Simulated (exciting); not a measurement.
# O K-edge absorption of BaSO4, all-electron BSE, part 2 of 2

Wanted: the near-edge spectrum and the bound core excitons at the O K edge of BaSO4.

exciting sodium; X-ray absorption, core-level Bethe-Salpeter equation, exchange and statically screened direct term, Tamm-Dancoff, all-electron LAPW+lo LDA.

So far. Step 6 (Exchange alone): Maxima (height): 6.0 eV (0.80), 12.3 eV (0.29), 15.9 eV (0.19) and 17.7 eV (0.22). Against the independent-particle run the r.m.s. difference is 5 %. Step 7 (Direct term alone): Maxima (height): -0.2 eV (0.88), 0.6 eV (0.98) and 8.7 eV (0.27). Against the singlet run the r.m.s. difference is 7 %.

## (9) A changed run

In this try the input is made faulty on purpose, to show what that does.

input.xml reads:

```
<input>
  <title>BaSO4</title>
  <structure speciespath="." autormt="false" epslat="1.0e-5">
    <crystal>
      <basevect>0.0000000000 6.9896811940 6.9896811940</basevect>
      <basevect>6.9896811940 0.0000000000 6.9896811940</basevect>
      <basevect>6.9896811940 6.9896811940 0.0000000000</basevect>
    </crystal>
    <species speciesfile="Ba.xml" rmt="2.074">
      <atom coord="0.5000000000 0.5000000000 0.5000000000"/>
    </species>
    <species speciesfile="S.xml" rmt="1.367">
      <atom coord="0.0000000000 0.0000000000 0.0000000000"/>
    </species>
    <species speciesfile="O.xml" rmt="1.367">
      <atom coord="0.8836120000 0.8836120000 0.8836120000"/>
      <atom coord="0.3491640000 0.8836120000 0.8836120000"/>
      <atom coord="0.8836120000 0.8836120000 0.3491640000"/>
      <atom coord="0.8836120000 0.3491640000 0.8836120000"/>
    </species>
  </structure>
  <groundstate do="skip" xctype="LDA_PW" ngridk="3 3 3" rgkmax="7" gmaxvr="14" nempty="8" swidth="0.001" maxscl="100" epsengy="1e-5"/>
  <xs xstype="BSE" ngridk="2 2 2" ngridq="2 2 2" vkloff="0 0 0" rgkmax="7" nempty="51" gqmax="3" lmaxapwwf="5" lmaxemat="2" broad="0.01654" tevout="true">
    <energywindow intv="18.097 19.714" points="439"/>
    <screening screentype="full" nempty="77"/>
    <BSE xas="true" xasspecies="3" xasatom="1" xasedge="K" bsetype="singlet" nstlxas="1 47"/>
    <qpointset>
      <qpoint>0 0 0</qpoint>
    </qpointset>
    <plan>
      <doonly task="xsgeneigvec"/>
      <doonly task="writepmatxs"/>
      <doonly task="scrgeneigvec"/>
      <doonly task="scrwritepmat"/>
      <doonly task="screen"/>
      <doonly task="scrcoulint"/>
      <doonly task="exccoulint"/>
    </plan>
  </xs>
</input>
```

input.xml for the last start (plan only) reads:

```
  <plan>
    <doonly task="bse"/>
  </plan>
```

Started as:

```sh
$ OMP_NUM_THREADS=1 mpirun -n 4 exciting
$ OMP_NUM_THREADS=4 exciting
```

Numbers of over 12 decimals in the logs are rounded to 6 here.

The program printed:

```text
| EXCITING SODIUM started for task xsgeneigvec ( 301)                          =
One-shot GS runs for BSE calculations
One-shot GS runs for k+qmt/2 grids
Info(xsgeneigvec): Generating eigenvectors for Q-point      1
Info(xsgeneigvec): Generation of eigenvectors finished
| EXCITING SODIUM started for task writepmatxs ( 320)                          =
Info(writepmatxs): Momentum matrix elements finished
| EXCITING SODIUM started for task scrgeneigvec ( 401)                         =
One-shot GS runs for BSE calculations
One-shot GS runs for k+qmt/2 grids
[...]
Info(setup_bse_block): Setting up RR part of hamiltonian
Info(setup_bse_block): Singlet spin state
Info(bse): Diagonalizing RR Hamiltonian (TDA)
Info(bse): Invoking Lapack routine ZHEEVR
       752 eigen solutions found in the interval:
         i1=       1 i2=     752
Info(bse): Writing excition energies and oscillator strengths to text file.
Info(makespectrum_dist): Making spectrum using formula for coupling with time reversed AR basis.
Info(makespectrum_dist): Using formalism for vanishing momentum transfer.
Info(writederived): Writing quantities derived from the macroscopic dielectric function.
Info(bselauncher): Spectrum finished for iqmt=  1
Info(bselauncher): All done for BSE type singlet
```

Wall time 4.6 min (4 MPI ranks of Arm Neoverse V2, shared host).

The input has a fault: a coarse mesh through the zone centre samples only symmetric points. In all it changes the k mesh from 3×3×3 to 2×2×2 and mesh offset from shifted to 0 0 0. Against the singlet run the r.m.s. difference is 11 %. The highest maximum lies at 0.8 eV (1.04), against 0.7 eV (1.00). The first bright state moves from -1.21 to -1.58 eV. The lowest bare transition of this run lies at 0.00 eV, against 0.29. A coarse mesh samples few band energies, and it inflates the long-range part of the attraction. Symmetric points repeat the same band energies.

| E (eV) | first run | this run |
| --- | --- | --- |
| -4.0 | 0.03 | 0.03 |
| -3.0 | 0.05 | 0.05 |
| -2.0 | 0.13 | 0.12 |
| -1.0 | 0.57 | 0.47 |
| 0.0 | 0.85 | 0.77 |
| 1.0 | 0.87 | 0.96 |
| 2.0 | 0.42 | 0.40 |
| 3.0 | 0.19 | 0.28 |
| 4.0 | 0.17 | 0.17 |
| 5.0 | 0.10 | 0.08 |
| 6.0 | 0.10 | 0.09 |
| 7.0 | 0.13 | 0.11 |
| 8.0 | 0.15 | 0.16 |
| 9.0 | 0.24 | 0.25 |
| 10.0 | 0.19 | 0.22 |
| 11.0 | 0.16 | 0.17 |
| 12.0 | 0.13 | 0.14 |
| 13.0 | 0.10 | 0.08 |
| 14.0 | 0.12 | 0.13 |
| 15.0 | 0.12 | 0.11 |
| 16.0 | 0.13 | 0.10 |
| 17.0 | 0.10 | 0.15 |
| 18.0 | 0.09 | 0.06 |
| 19.0 | 0.07 | 0.08 |

## (10) From independent particles to the full kernel

| level | curve passes 0.15 (eV) | highest maximum (eV) | its height |
| --- | --- | --- | --- |
| IP | 2.3 | 5.9 | 0.78 |
| RPA | 2.4 | 6.0 | 0.80 |
| direct only | -2.0 | 0.6 | 0.98 |
| singlet | -1.9 | 0.7 | 1.00 |

| E (eV) | IP | RPA | direct only | singlet |
| --- | --- | --- | --- | --- |
| -5.0 | 0.01 | 0.01 | 0.02 | 0.02 |
| -4.0 | 0.01 | 0.01 | 0.03 | 0.03 |
| -3.0 | 0.01 | 0.01 | 0.06 | 0.05 |
| -2.0 | 0.01 | 0.01 | 0.15 | 0.13 |
| -1.0 | 0.02 | 0.02 | 0.65 | 0.57 |
| 0.0 | 0.03 | 0.03 | 0.87 | 0.85 |
| 1.0 | 0.09 | 0.09 | 0.81 | 0.87 |
| 2.0 | 0.11 | 0.10 | 0.39 | 0.42 |
| 3.0 | 0.21 | 0.19 | 0.18 | 0.19 |
| 4.0 | 0.30 | 0.27 | 0.16 | 0.17 |
| 5.0 | 0.72 | 0.67 | 0.10 | 0.10 |
| 6.0 | 0.76 | 0.78 | 0.10 | 0.10 |
| 7.0 | 0.24 | 0.25 | 0.13 | 0.13 |
| 8.0 | 0.20 | 0.20 | 0.15 | 0.15 |
| 9.0 | 0.13 | 0.14 | 0.24 | 0.24 |
| 10.0 | 0.11 | 0.11 | 0.18 | 0.19 |
| 11.0 | 0.22 | 0.21 | 0.16 | 0.16 |
| 12.0 | 0.28 | 0.28 | 0.13 | 0.13 |
| 13.0 | 0.28 | 0.28 | 0.10 | 0.10 |
| 14.0 | 0.21 | 0.21 | 0.12 | 0.12 |
| 15.0 | 0.16 | 0.17 | 0.12 | 0.12 |
| 16.0 | 0.18 | 0.18 | 0.13 | 0.13 |
| 17.0 | 0.17 | 0.18 | 0.10 | 0.10 |
| 18.0 | 0.20 | 0.20 | 0.09 | 0.09 |
| 19.0 | 0.18 | 0.18 | 0.07 | 0.07 |

## (11) Results

```
absorber and edge   : O K, atom 3
surroundings        : 1 S at 1.49 Å (terminal, site symmetry 3m)
first bright state  : -1.21 eV from the Kohn–Sham onset, on this mesh
highest maximum     : 0.7 eV
cost of the BSE run : 19 min on 4 MPI ranks of Arm Neoverse V2, shared host; the last task ran on as many threads
```

What this shows: Is a core exciton bound? Yes on this mesh: the first bright state (over 5 % of the brightest) lies at -1.21 eV from the Kohn–Sham onset and at -1.50 eV from the lowest bare transition of its own mesh. Exchange alone changes the independent-particle spectrum by 5 % r.m.s. Leaving exchange out of the full kernel changes the spectrum by 7 % r.m.s. Binding energies aren't converged on 27 k points, and fine structure above the first lines is partly noise of the mesh. The kernel cutoff is low for a compact core orbital, so the effect of exchange is a lower bound. The zero comes from the unshifted 3×3×3 ground-state mesh; it is exact only where the band minimum lies on that mesh. The Kohn–Sham onset, 504 eV, is no photon energy: the scale needs a rigid shift. No quasiparticle correction widens the gap or stretches the bands. Vibrations and energy-dependent lifetimes are left out. The structure is a Materials Project entry, computed there, and may be a hypothetical form.

[Banner, clock and machine lines of the logs are left out without a mark of their own.]

[Logs are printed without paths, hosts, clocks, repeated set-up lines and the standing remarks that a program may print on its own settings, such as how far it seeks lower states.]

[Hosts, paths, dates, database ids (printed as entryN), source tags and the programs' standing remarks are cut or masked in the printed files.]
